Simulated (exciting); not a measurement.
## YSF: the S L₂,₃ edge from the Bethe–Salpeter equation

Aim: the S L₂,₃ absorption edge of YSF with the electron–hole interaction treated explicitly, and what each term of the kernel does.

Calculated with exciting sodium; X-ray absorption, core-level Bethe-Salpeter equation, exchange and statically screened direct term, Tamm-Dancoff, all-electron LAPW+lo LDA.

Most raw output is cut from this account.

**1. The structure**

Symmetry: P4/nmm, No. 129, tetragonal system. The conventional cell has a = 3.773 Å, b = 3.773 Å, c = 6.827 Å, α = 90.00°, β = 90.00°, γ = 90.00°. Y has 4 F at 2.44 Å and 5 S at 2.81 to 2.86 Å nearest. S has 5 Y at 2.81 to 2.86 Å nearest. Nearest to F lie 4 Y at 2.44 Å. Farther neighbours and most contacts between anions are not listed.

As a file:

```cif
data_structure
_symmetry_space_group_name_H-M 'P4/nmm:1'
_symmetry_Int_Tables_number 129
_cell_length_a 3.7730
_cell_length_b 3.7730
_cell_length_c 6.8267
_cell_angle_alpha 90.000
_cell_angle_beta 90.000
_cell_angle_gamma 90.000
_cell_volume 97.18
loop_
_atom_site_label
_atom_site_type_symbol
_atom_site_symmetry_multiplicity
_atom_site_Wyckoff_symbol
_atom_site_fract_x
_atom_site_fract_y
_atom_site_fract_z
_atom_site_occupancy
Y1 Y 2 c 0.50000 0.00000 0.77277 1
S1 S 2 c 0.50000 0.00000 0.35443 1
F1 F 2 a 0.50000 0.50000 0.00000 1
```

Differences between curves are given as r.m.s. difference over r.m.s. height.

**2. The self-consistent potential**

The species files are the program's own, with muffin-tin radii set in the input.

input.xml reads:

```
<input>
  <title>YSF</title>
  <structure speciespath="." autormt="false" epslat="1.0e-5">
    <crystal>
      <basevect>7.1299083966 0.0000000000 0.0000000000</basevect>
      <basevect>0.0000000000 7.1299083966 0.0000000000</basevect>
      <basevect>0.0000000000 0.0000000000 12.9005311984</basevect>
    </crystal>
    <species speciesfile="Y.xml" rmt="2.464">
      <atom coord="0.5000000000 0.0000000000 0.7727719800"/>
      <atom coord="0.0000000000 0.5000000000 0.2272280200"/>
    </species>
    <species speciesfile="S.xml" rmt="2.300">
      <atom coord="0.5000000000 0.0000000000 0.3544328100"/>
      <atom coord="0.0000000000 0.5000000000 0.6455671900"/>
    </species>
    <species speciesfile="F.xml" rmt="2.013">
      <atom coord="0.5000000000 0.5000000000 0.0000000000"/>
      <atom coord="0.0000000000 0.0000000000 0.0000000000"/>
    </species>
  </structure>
  <groundstate do="fromscratch" xctype="LDA_PW" ngridk="5 5 2" rgkmax="7" gmaxvr="14" nempty="8" swidth="0.001" maxscl="100" epsengy="1e-5"/>
</input>
```

Run with:

```sh
> OMP_NUM_THREADS=1 mpirun -n 2 exciting
```

Run time: 62 s. Hardware: 2 MPI ranks of Arm Neoverse V1, shared host.

The mesh shows a gap of 1.17 eV. Core levels (Dirac, from the valence top):

| atom | level | energy (eV) |
| --- | --- | --- |
| S | 1s1/2 | -2388.8 |
| S | 2s1/2 | -202.9 |
| S | 2p1/2 | -149.4 |
| S | 2p3/2 | -148.1 |

**3. A richer basis for the empty states**

Each species file gets more local orbitals, built from u and its energy derivative at 0.15 Ha and u at 0.9 Ha.

input.xml is that of step 2.

SPECIES.xml, added lines reads:

```
<lo l="L">  <!-- L = 0, 1, 2 -->
  <wf matchingOrder="0" trialEnergy="0.1500" searchE="false"/>
  <wf matchingOrder="1" trialEnergy="0.1500" searchE="false"/>
  <wf matchingOrder="0" trialEnergy="0.9000" searchE="false"/>
</lo>
```

Run with:

```sh
> OMP_NUM_THREADS=1 mpirun -n 2 exciting
```

Run time: 68 s. Hardware: 2 MPI ranks.

Against the first ground state the total energy moves by -9 meV an atom and the gap by 0.00 eV.

**4. Screening, kernels and BSE for S atom 3**

The absorber has 4 Y at 2.81 Å, 1 Y at 2.86 Å, 4 F at 3.07 Å and 4 S at 3.33 Å (13-fold, site symmetry 4mm).

Changes to input.xml since step 3:

```diff
@@ -21,3 +21,19 @@
   </structure>
-  <groundstate do="fromscratch" xctype="LDA_PW" ngridk="5 5 2" rgkmax="7" gmaxvr="14" nempty="8" swidth="0.001" maxscl="100" epsengy="1e-5"/>
+  <groundstate do="skip" xctype="LDA_PW" ngridk="5 5 2" rgkmax="7" gmaxvr="14" nempty="8" swidth="0.001" maxscl="100" epsengy="1e-5"/>
+  <xs xstype="BSE" ngridk="3 3 2" ngridq="3 3 2" vkloff="0.097 0.273 0.493" rgkmax="7" nempty="48" gqmax="3" lmaxapwwf="5" lmaxemat="3" broad="0.01654" tevout="true">
+    <energywindow intv="5.045 6.708" points="452"/>
+    <screening screentype="full" nempty="73"/>
+    <BSE xas="true" xasspecies="2" xasatom="1" xasedge="L23" bsetype="singlet" nstlxas="1 44"/>
+    <qpointset>
+      <qpoint>0 0 0</qpoint>
+    </qpointset>
+    <plan>
+      <doonly task="xsgeneigvec"/>
+      <doonly task="writepmatxs"/>
+      <doonly task="scrgeneigvec"/>
+      <doonly task="scrwritepmat"/>
+      <doonly task="screen"/>
+      <doonly task="scrcoulint"/>
+    </plan>
+  </xs>
 </input>
```

input.xml for the exchange start (cutoff and plan only) reads:

```
  gqmax="2.5"
  <plan>
    <doonly task="exccoulint"/>
  </plan>
```

input.xml for the last start (plan only) reads:

```
  <plan>
    <doonly task="bse"/>
  </plan>
```

Run with:

```sh
> OMP_NUM_THREADS=1 mpirun -n 2 exciting
> OMP_NUM_THREADS=1 mpirun -n 2 exciting
> OMP_NUM_THREADS=2 exciting
```

Run time: 28 min. Hardware: 2 MPI ranks.

Wall time by task: xsgeneigvec 8.5 s, writepmatxs 7.9 s, scrgeneigvec 6.9 s, scrwritepmat 5 s, screen 2.2 min, scrcoulint 3.6 min, exccoulint 20 min, bse 93 s.

The S L₂,₃ spectrum of S atom 3 (energy from the Kohn–Sham onset, core level to the lowest empty state found on the meshes used, 149.27 eV; the ground-state mesh sets it, and the shifted mesh has its lowest transition 0.50 eV above it; Im ε scaled to the maximum of the singlet run; cut below the end of the band set):

| E (eV) | isotropic | ε ⊥ c | ε ∥ c |
| --- | --- | --- | --- |
| -2.0 | 0.02 | 0.02 | 0.02 |
| -1.5 | 0.02 | 0.02 | 0.02 |
| -1.0 | 0.03 | 0.03 | 0.03 |
| -0.5 | 0.05 | 0.05 | 0.04 |
| 0.0 | 0.07 | 0.07 | 0.06 |
| 0.5 | 0.10 | 0.10 | 0.09 |
| 1.0 | 0.19 | 0.18 | 0.20 |
| 1.5 | 0.36 | 0.34 | 0.41 |
| 2.0 | 0.39 | 0.40 | 0.38 |
| 2.5 | 0.36 | 0.35 | 0.39 |
| 3.0 | 0.37 | 0.37 | 0.37 |
| 3.5 | 0.30 | 0.30 | 0.30 |
| 4.0 | 0.25 | 0.25 | 0.26 |
| 4.5 | 0.22 | 0.21 | 0.22 |
| 5.0 | 0.21 | 0.20 | 0.22 |
| 5.5 | 0.26 | 0.25 | 0.26 |
| 6.0 | 0.33 | 0.35 | 0.30 |
| 6.5 | 0.43 | 0.43 | 0.44 |
| 7.0 | 0.60 | 0.59 | 0.63 |
| 7.5 | 0.73 | 0.74 | 0.72 |
| 8.0 | 0.74 | 0.75 | 0.72 |
| 8.5 | 0.90 | 0.90 | 0.88 |
| 9.0 | 1.00 | 1.00 | 1.00 |
| 9.5 | 0.89 | 0.91 | 0.85 |
| 10.0 | 0.79 | 0.83 | 0.72 |
| 10.5 | 0.75 | 0.78 | 0.68 |
| 11.0 | 0.65 | 0.68 | 0.60 |
| 11.5 | 0.59 | 0.60 | 0.57 |
| 12.0 | 0.58 | 0.60 | 0.55 |
| 12.5 | 0.52 | 0.54 | 0.49 |
| 13.0 | 0.56 | 0.57 | 0.56 |
| 13.5 | 0.60 | 0.61 | 0.59 |
| 14.0 | 0.58 | 0.56 | 0.61 |
| 14.5 | 0.61 | 0.58 | 0.67 |
| 15.0 | 0.64 | 0.60 | 0.72 |
| 15.5 | 0.70 | 0.65 | 0.82 |
| 16.0 | 0.75 | 0.70 | 0.86 |
| 16.5 | 0.73 | 0.71 | 0.76 |
| 17.0 | 0.73 | 0.74 | 0.71 |
| 17.5 | 0.75 | 0.77 | 0.72 |
| 18.0 | 0.77 | 0.78 | 0.76 |
| 18.5 | 0.73 | 0.73 | 0.71 |
| 19.0 | 0.67 | 0.67 | 0.66 |
| 19.5 | 0.65 | 0.65 | 0.65 |
| 20.0 | 0.67 | 0.67 | 0.66 |
| 20.5 | 0.66 | 0.67 | 0.64 |
| 21.0 | 0.67 | 0.67 | 0.67 |

Maxima (height): 1.8 eV (0.42), 7.4 eV (0.73), 9.0 eV (1.00), 13.4 eV (0.61), 15.8 eV (0.75), 17.8 eV (0.78) and 21.0 eV (0.67); 1 lower ones aren't listed.

The Hamiltonian has 4752 rows. The lowest groups of eigenvalues and the brightest ones, on the scale above (the program counts from the shifted mesh's onset, 0.50 eV higher). Core spinors bring spin-forbidden partners, so dark means forbidden by spin or by symmetry, and the shifted mesh splits states that symmetry would keep together:

| energy (eV) | states within 10 meV | relative strength |
| --- | --- | --- |
| -0.154 | 4 | 0.16 |
| 0.087 | 4 | 0.0050 |
| 0.984 | 4 | 0.25 |
| 1.093 | 4 | 0.017 |
| 1.107 | 2 | 0.080 |
| 1.249 | 4 | 0.058 |
| 1.467 | 2 | 0.99 |
| 1.741 | 6 | 0.81 |
| 7.431 | 4 | 0.86 |
| 8.672 | 6 | 0.76 |
| 9.097 | 5 | 0.77 |
| 9.108 | 1 | 0.80 |
| 15.665 | 4 | 1.00 |

**5. Independent particles**

Changes to input.xml since step 4:

```diff
@@ -25,3 +25,3 @@
     <screening screentype="full" nempty="73"/>
-    <BSE xas="true" xasspecies="2" xasatom="1" xasedge="L23" bsetype="singlet" nstlxas="1 44"/>
+    <BSE xas="true" xasspecies="2" xasatom="1" xasedge="L23" bsetype="IP" nstlxas="1 44"/>
     <qpointset>
@@ -30,8 +30,3 @@
     <plan>
-      <doonly task="xsgeneigvec"/>
-      <doonly task="writepmatxs"/>
-      <doonly task="scrgeneigvec"/>
-      <doonly task="scrwritepmat"/>
-      <doonly task="screen"/>
-      <doonly task="scrcoulint"/>
+      <doonly task="bse"/>
     </plan>
```

Run with:

```sh
> OMP_NUM_THREADS=2 exciting
```

Elapsed: 3 s, on 2 threads.

Maxima (height): 4.0 eV (0.23), 10.2 eV (0.75), 14.2 eV (0.59), 18.9 eV (0.84) and 19.7 eV (0.83); the curve is highest at the end of the window. The spectrum differs from the singlet run by 35 % r.m.s. Moving the earlier curve by +2.0 eV leaves 19 %. The highest maximum lies at 18.9 eV (0.84), against 9.0 eV (1.00).

**6. Exchange alone**

Changes to input.xml since step 5:

```diff
@@ -25,3 +25,3 @@
     <screening screentype="full" nempty="73"/>
-    <BSE xas="true" xasspecies="2" xasatom="1" xasedge="L23" bsetype="IP" nstlxas="1 44"/>
+    <BSE xas="true" xasspecies="2" xasatom="1" xasedge="L23" bsetype="RPA" nstlxas="1 44"/>
     <qpointset>
```

Run with:

```sh
> OMP_NUM_THREADS=2 exciting
```

It took 99 s on 2 threads.

Maxima (height): 10.3 eV (0.70), 11.5 eV (0.68), 14.2 eV (0.57), 18.9 eV (0.83) and 19.8 eV (0.83); 1 lower ones aren't listed; the curve is highest at the end of the window. Against the independent-particle run the r.m.s. difference is 4 %.

**7. Coarser mesh**

Changed against the first singlet run: k mesh from 3×3×2 to 2×2×1.

Changes to input.xml since step 6:

```diff
@@ -22,6 +22,6 @@
   <groundstate do="skip" xctype="LDA_PW" ngridk="5 5 2" rgkmax="7" gmaxvr="14" nempty="8" swidth="0.001" maxscl="100" epsengy="1e-5"/>
-  <xs xstype="BSE" ngridk="3 3 2" ngridq="3 3 2" vkloff="0.097 0.273 0.493" rgkmax="7" nempty="48" gqmax="3" lmaxapwwf="5" lmaxemat="3" broad="0.01654" tevout="true">
+  <xs xstype="BSE" ngridk="2 2 1" ngridq="2 2 1" vkloff="0.097 0.273 0.493" rgkmax="7" nempty="48" gqmax="3" lmaxapwwf="5" lmaxemat="3" broad="0.01654" tevout="true">
     <energywindow intv="5.045 6.708" points="452"/>
     <screening screentype="full" nempty="73"/>
-    <BSE xas="true" xasspecies="2" xasatom="1" xasedge="L23" bsetype="RPA" nstlxas="1 44"/>
+    <BSE xas="true" xasspecies="2" xasatom="1" xasedge="L23" bsetype="singlet" nstlxas="1 44"/>
     <qpointset>
@@ -30,3 +30,8 @@
     <plan>
-      <doonly task="bse"/>
+      <doonly task="xsgeneigvec"/>
+      <doonly task="writepmatxs"/>
+      <doonly task="scrgeneigvec"/>
+      <doonly task="scrwritepmat"/>
+      <doonly task="screen"/>
+      <doonly task="scrcoulint"/>
     </plan>
```

input.xml for the exchange start (cutoff and plan only) reads:

```
  gqmax="2.5"
  <plan>
    <doonly task="exccoulint"/>
  </plan>
```

input.xml for the last start (plan only) reads:

```
  <plan>
    <doonly task="bse"/>
  </plan>
```

Run with:

```sh
> OMP_NUM_THREADS=1 mpirun -n 2 exciting
> OMP_NUM_THREADS=1 mpirun -n 2 exciting
> OMP_NUM_THREADS=2 exciting
```

Wall time 5.8 min (2 MPI ranks).

Wall time by task: xsgeneigvec 4.9 s, writepmatxs 4.8 s, scrgeneigvec 3.5 s, scrwritepmat 4.1 s, screen 30 s, scrcoulint 25 s, exccoulint 4.5 min, bse 2.8 s.

These settings are cheaper. Against the singlet run the r.m.s. difference is 13 %. The highest maximum lies at 15.1 eV (0.86), against 9.0 eV (1.00). The first bright state moves from -0.15 to 0.17 eV. The lowest bare transition of this run lies at 1.18 eV, against 0.50. A coarse mesh samples few band energies, and it inflates the long-range part of the attraction.

| E (eV) | first run | this run |
| --- | --- | --- |
| -2.0 | 0.02 | 0.02 |
| -1.0 | 0.03 | 0.03 |
| 0.0 | 0.07 | 0.07 |
| 1.0 | 0.19 | 0.18 |
| 2.0 | 0.39 | 0.35 |
| 3.0 | 0.37 | 0.33 |
| 4.0 | 0.25 | 0.27 |
| 5.0 | 0.21 | 0.26 |
| 6.0 | 0.33 | 0.39 |
| 7.0 | 0.60 | 0.71 |
| 8.0 | 0.74 | 0.68 |
| 9.0 | 1.00 | 0.82 |
| 10.0 | 0.79 | 0.74 |
| 11.0 | 0.65 | 0.63 |
| 12.0 | 0.58 | 0.52 |
| 13.0 | 0.56 | 0.62 |
| 14.0 | 0.58 | 0.67 |
| 15.0 | 0.64 | 0.83 |
| 16.0 | 0.75 | 0.68 |
| 17.0 | 0.73 | 0.75 |
| 18.0 | 0.77 | 0.74 |
| 19.0 | 0.67 | 0.69 |
| 20.0 | 0.67 | 0.72 |
| 21.0 | 0.67 | 0.72 |

**8. From independent particles to the full kernel**

| level | curve passes 0.15 (eV) | highest maximum (eV) | its height |
| --- | --- | --- | --- |
| IP | 2.5 | 18.9 | 0.84 |
| RPA | 2.6 | 18.9 | 0.83 |
| singlet | 0.9 | 9.0 | 1.00 |

| E (eV) | IP | RPA | singlet |
| --- | --- | --- | --- |
| -2.0 | 0.01 | 0.01 | 0.02 |
| -1.0 | 0.01 | 0.01 | 0.03 |
| 0.0 | 0.02 | 0.02 | 0.07 |
| 1.0 | 0.03 | 0.03 | 0.19 |
| 2.0 | 0.08 | 0.08 | 0.39 |
| 3.0 | 0.21 | 0.19 | 0.37 |
| 4.0 | 0.23 | 0.22 | 0.25 |
| 5.0 | 0.19 | 0.18 | 0.21 |
| 6.0 | 0.16 | 0.15 | 0.33 |
| 7.0 | 0.19 | 0.18 | 0.60 |
| 8.0 | 0.33 | 0.30 | 0.74 |
| 9.0 | 0.45 | 0.41 | 1.00 |
| 10.0 | 0.72 | 0.66 | 0.79 |
| 11.0 | 0.70 | 0.67 | 0.65 |
| 12.0 | 0.63 | 0.61 | 0.58 |
| 13.0 | 0.58 | 0.57 | 0.56 |
| 14.0 | 0.57 | 0.55 | 0.58 |
| 15.0 | 0.53 | 0.51 | 0.64 |
| 16.0 | 0.57 | 0.55 | 0.75 |
| 17.0 | 0.70 | 0.67 | 0.73 |
| 18.0 | 0.75 | 0.73 | 0.77 |
| 19.0 | 0.84 | 0.83 | 0.67 |
| 20.0 | 0.82 | 0.82 | 0.67 |
| 21.0 | 0.86 | 0.87 | 0.67 |

**9. What came out**

```yaml
absorber_and_edge: S L₂,₃, atom 3
surroundings: 4 Y at 2.81 Å, 1 Y at 2.86 Å, 4 F at 3.07 Å and 4 S at 3.33 Å (13-fold, site symmetry 4mm)
first_bright_state: -0.15 eV from the Kohn–Sham onset, on this mesh
highest_maximum: 9.0 eV
cost_of_the_bse_run: 28 min on 2 MPI ranks of Arm Neoverse V1, shared host; the last task ran on as many threads
```

Is a core exciton bound? Undecided on this mesh: the first bright state (over 5 % of the brightest) lies at -0.15 eV from the Kohn–Sham onset and at -0.66 eV from the lowest bare transition of its own mesh. Exchange alone changes the independent-particle spectrum by 4 % r.m.s. Binding energies aren't converged on 18 k points, and fine structure above the first lines is partly noise of the mesh. The kernel cutoff is low for a compact core orbital, so the effect of exchange is a lower bound. The zero comes from the unshifted 5×5×2 ground-state mesh; it is exact only where the band minimum lies on that mesh. The conduction states carry no spin here, so the exchange coupling to the spinor core hole is only partly held. The Kohn–Sham onset, 149 eV, is no photon energy (tabulated edge of the element: 162.5 eV): the scale needs a rigid shift. Bands and screening come from semilocal DFT, whose small gap overscreens. Vibrations and energy-dependent lifetimes are left out. The structure is a Materials Project entry, computed there, and may be a hypothetical form.

[Logs are printed without paths, hosts, clocks, repeated set-up lines and the standing remarks that a program may print on its own settings, such as how far it seeks lower states.]

[Hosts, paths, dates, database ids (printed as entryN), source tags and the programs' standing remarks are cut or masked in the printed files.]
